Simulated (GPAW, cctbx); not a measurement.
# How far are the atoms of TlGaW2 from free atoms?

Aim: compute the bonding part of the density of TlGaW2, find which reflections carry it, and see how it biases an ordinary refinement.

The cell comes from substitution in a known structure type and wasn't matched to any measured phase. All numbers below are calculated.

## Step 1: Find the equilibrium geometry

The density hangs on the geometry, so cell and atoms are relaxed first, with the symmetry held. The cutoff is set higher than for the density because stress converges slowly with plane waves.

Settings: GPAW 26.7.0, PBE, 570 eV, 6×6×3 k-points (along the axes of the calculation cell), Fermi–Dirac width 0.1 eV, BFGS to 0.03 eV/Å.

```text
cell
1.0
     3.767000000    0.000000000    0.000000000
    -1.883500000    3.262317696    0.000000000
     0.000000000    0.000000000    7.245000000
Tl W Ga
1 2 1
Direct
0.000000000 0.000000000 0.000000000
0.333333333 0.666666667 0.312500000
0.666666667 0.333333333 0.687500000
0.000000000 0.000000000 0.500000000
```

```console
$ OMP_NUM_THREADS=1 mpirun -n 4 gpaw python run.py > gpaw.log
```

```text
BFGS:    0      -22.774290        1.920491
BFGS:    1      -22.896403        1.715144
BFGS:    2      -23.281264        1.004048
BFGS:    3      -23.341873        1.162610
...
BFGS:   15      -25.768790        0.441789
BFGS:   16      -25.781050        0.062419
BFGS:   17      -25.781824        0.016719
cell  2.9496 2.9496 9.3442  90.00 90.00 120.00
volume 70.407 A^3, largest force 0.013 eV/A, largest stress 0.07 GPa
```

The cell moved far, while the k-mesh and basis were chosen for the start, so the final shape may be somewhat biased.

After 17 steps the volume has changed by -20.9 % and the energy by -3.008 eV; the largest stress left is 0.07 GPa. It took 2.5 min on 4 cores of AMD EPYC 7R43 64-Core Processor (Zen 3) (shared host), peak memory 1.1 GiB.

Relaxed structure: P-3m1 (no. 164), a = 2.9496 Å, b = 2.9496 Å, c = 9.3442 Å, α = 90.00°, β = 90.00°, γ = 120.00°.

```
atom  mult.    x    y       z
 Tl1      1    0    0       0
  W1      2  1/3  2/3  0.2652
 Ga1      1    0    0     1/2
```

## Step 2: Density and charge transfer

X-rays see the whole electron density, so the PAW density is rebuilt with its core regions. Subtracting spherical free atoms from the same code cancels the cores and leaves the deformation density Δρ, the part due to bonding.

Settings: PBE, 450 eV, 9×9×3 k-points (along the axes of the calculation cell), Fermi–Dirac width 0.1 eV; primitive cell of 4 atoms.

```console
$ OMP_NUM_THREADS=1 mpirun -n 4 gpaw python run.py > gpaw.log
```

```text
|iter:   1|       0s |  -26.662053 | -0.06 |       |
|iter:   2|       1s |  -26.370604 | -2.06 | -1.24 |
|iter:   3|       1s |  -26.106727 | -1.42 | -1.28 |
...
|iter:   8|       4s |  -25.703010c| -5.61 | -3.48 |
|iter:   9|       5s |  -25.703007c| -6.58 | -4.06c|
|iter:  10|       5s |  -25.703008c| -7.57c| -4.74c|
```

```text
grid (30, 30, 96)  electrons 260.000  moved by bonding 0.985 e
deformation density beyond 0.5 A of the nuclei: max 0.231, min -0.138 e/A^3
atom        x       y       z   Voronoi charge  moment
Tl1    0.0000  0.0000  0.0000      0.073       0.00
W 2    0.3333  0.6667  0.2652     -0.041       0.00
W 3    0.6667  0.3333  0.7348     -0.041       0.00
Ga4    0.0000  0.0000  0.5000      0.010       0.00
mean inner potential of superposed free atoms 30.114 V
total magnetic moment 0.000 muB
```

Deformation density in a plane through the shortest contact of the W atom at the origin, in 0.01 e/Å³ (clipped at ±99); x from -1.6 to 4.4 Å, y from 2.4 down to -2.4 Å:

```text
  .   . -10  -2   3  -2   .   .   .  -4   3   0  -5   .   .   .
 -9   5  -5   1   4   1  -6  -4  -6  -3   2   2   0  -2  -7   5
 -8   1   3   4   4   4   1  -3  -4  -1   1   2   1  -6  -7   0
  0   4   6   3  -1   0   3   2   1   0   0   1   3   2   1   4
  2   3   2   1  -8  -7   0   2   2  -2  -5  -5  -1   3   5   3
  1  -2  -7   1   .   0   0   2   2  -3  -5   .  -6   0   4   0
  0  -4  -8   .   .   .  -8  -1   3  -3   .   .   .  -3   3  -1
  2   0   0   5   .   2  -7   0   4   0  -6   .  -5  -3   2   1
  2   2  -2  -8  -8   1   1   3   5   3  -1  -5  -5  -1   2   2
  0   2   0  -3  -2   4   5   4   1   2   3   1   0   0   1   2
 -1   1   1   1   2   4   3   0  -8  -6   1   2   1  -1  -4  -3
 -1   0   0   1   1  -1  -4   5  -7  -2   0   2   2  -3  -6  -4
  0   0   0   1   0  -5 -10   .   .   .  -5   0   3  -4   .   .
```

Atoms in or within 0.15 Å of the plane: W (0.0, 0.0), Ga (2.8, 0.0) Å. Dots mark points within about 0.45 Å of a nucleus; large values next to them are atomic features.

W gains most (-0.04 e) and Tl loses most (+0.07 e), as electronegativity suggests. Along the shortest contact from the W atom at the map's origin, W–Ga at 2.78 Å, Δρ is +0.02 e/Å³ at the midpoint and highest, +0.03, 1.54 Å from W (points within 0.5 Å of a nucleus left out): little piles up between the atoms, as is usual in a metallic crystal, which this run finds. At the midpoints of other shortest contacts it is +0.06 (W–W, 2.95 Å), +0.01 (Tl–Tl, 2.95 Å), 0.00 (Ga–Ga, 2.95 Å) and +0.02 (Tl–W, 3.01 Å) e/Å³. Point values carry grid noise of about 0.01 e/Å³. The run needed 10 iterations, 14 s.

## Step 3: Structure factors

The Fourier components of Δρ, added to those of the free atoms, give the static X-ray structure factors; the Mott–Bethe relation turns them into the Fourier components V of the potential that fast electrons feel.

```text
static structure factors of the conventional cell: F in electrons, V (Mott-Bethe) in volts
   h  k  l      d  |F| table  |F| free   |F| DFT   change   |V| free  |V| DFT  change %
   0  0  1  9.3442    35.570    35.541    35.485   -0.056     2.018    2.337     15.8
   0  0  2  4.6721    31.429    31.398    31.699    0.301     2.720    2.293    -15.7
   0  0  3  3.1147    82.610    82.553    82.557    0.004     5.840    5.837     -0.0
   1  0  0  2.5544    31.468    31.483    31.526    0.043     2.768    2.750     -0.7
   1  0 -1  2.4640   157.088   156.962   156.632   -0.330    10.940   11.071      1.2
   1  0  1  2.4640    57.677    57.561    57.352   -0.209     5.129    5.211      1.6
   0  0  4  2.3361   206.253   206.024   205.719   -0.305    15.391   15.499      0.7
   1  0  2  2.2413   170.821   170.611   170.302   -0.309    12.546   12.647      0.8
   1  0 -2  2.2413   130.827   130.677   130.450   -0.227     9.701    9.775      0.8
   1  0  3  1.9751   122.516   122.410   122.213   -0.197     7.529    7.579      0.7
   1  0 -3  1.9751    72.756    72.469    72.196   -0.273     5.431    5.500      1.3
   0  0  5  1.8688    12.230    12.050    12.008   -0.042     1.348    1.357      0.7
   1  0  4  1.7239     4.951     4.898     4.897   -0.001     0.092    0.091     -0.2
   1  0 -4  1.7239    67.640    67.533    67.446   -0.086     4.556    4.572      0.4
```

The largest X-ray change is -0.33 e on 1 0 -1, 0.2 % of |F|. For electrons V goes as (Z − F)/g², so a change of F counts against Z − F, which is small at low angle and wherever the atoms' terms cancel: |V| of 001 moves by +15.8 % (2.02 to 2.34 V) against -0.2 % in |F|. The tabulated Hartree–Fock atoms differ from the free DFT atoms by up to 0.29 e, so the choice of reference atom matters too.

## Step 4: Convergence

Cutoff and k-mesh: one is changed at a time, to find what the result needs.

```csv
run,ΔF 1 0 -1 (e),ΔF 102 (e),ΔF 004 (e),q(W) (e),moved (e),time
450 eV 9×9×3,-0.330,-0.309,-0.305,-0.041,0.985,14 s
250 eV 9×9×3,-0.345,-0.320,-0.314,-0.039,1.060,9.7 s
350 eV 9×9×3,-0.333,-0.314,-0.308,-0.040,1.007,13 s
750 eV 9×9×3,-0.332,-0.308,-0.305,-0.039,1.028,29 s
450 eV 3×3×1,-0.328,-0.312,-0.357,-0.040,1.051,10 s
450 eV 5×5×2,-0.316,-0.306,-0.346,-0.036,0.945,12 s
```

Within 0.01 e of the base on all three: 350 eV 9×9×3 and 750 eV 9×9×3. The largest error, 0.052 e, comes with 450 eV 3×3×1. Times are from shared hosts.

## Step 5: Refining ordinary atoms against data with bonding

Routine crystallography fits spherical atoms. To see the bias, intensities are simulated from tabulated atoms plus the DFT change ΔF, so that bonding alone can misfit (3304 reflections of the full sphere, merged to the counts below, to 0.45 Å, 1 % proportional noise plus counting noise, assumed isotropic U as listed, Δρ smeared by the mean U) and refined with cctbx over different ranges.

```csv
range,data,R1,GooF,U Tl1 (true 0.0052),U W1 (true 0.0054),U Ga1 (true 0.0075),largest shift (Å),"Δρ max, min (e/Å³)"
all data,375,0.0037,0.99,0.0052,0.0054,0.0075,0.0001,"0.79, -0.66"
"low resolution, d > 0.84",73,0.0025,0.85,0.0052,0.0054,0.0074,0.0001,"0.22, -0.20"
"high order, d < 0.75",282,0.0045,1.03,0.0052,0.0054,0.0075,0.0001,"0.62, -0.54"
"occupancies free, d > 0.7",117,0.0027,0.89,0.0052,0.0054,0.0074,0.0001,"0.39, -0.36"
```

With all data GooF is 0.99, so at this noise the bonding hardly shows; the top residual peak lies 1.86 Å from Tl and 1.86 Å from Tl. No U is off by more than 3 s.u. at low resolution. With Tl1 held at 1 and the scale free, the other occupancies refine to W1 0.999(0.001) and Ga1 0.998(0.002), within three s.u. of full.

## Step 6: Answer

Bonding moves 0.98 e in the primitive cell of TlGaW2 and changes the structure factors of the conventional cell in the table above by at most 0.33 e (1 0 -1, 0.2 %), and among reflections above 2 % of the strongest by up to 1.0 % (002). The shortest bond, W–Ga, has Δρ = +0.02 e/Å³ at its midpoint, with no localised bond charge. Within 0.01 e of the base on all three: 350 eV 9×9×3 and 750 eV 9×9×3. The largest error, 0.052 e, comes with 450 eV 3×3×1. With all data GooF is 0.99, so at this noise the bonding hardly shows. Limits: static density, frozen cores, no spin–orbit coupling.

[Outputs are excerpts: Python notices, other lines and further rows are left out; steps that failed or that the build refused (PBEsol, TPSS) are not shown.]

[Logs are printed without paths, hosts, clocks, repeated set-up lines and the standing remarks that a program may print on its own settings, such as how far it seeks lower states.]
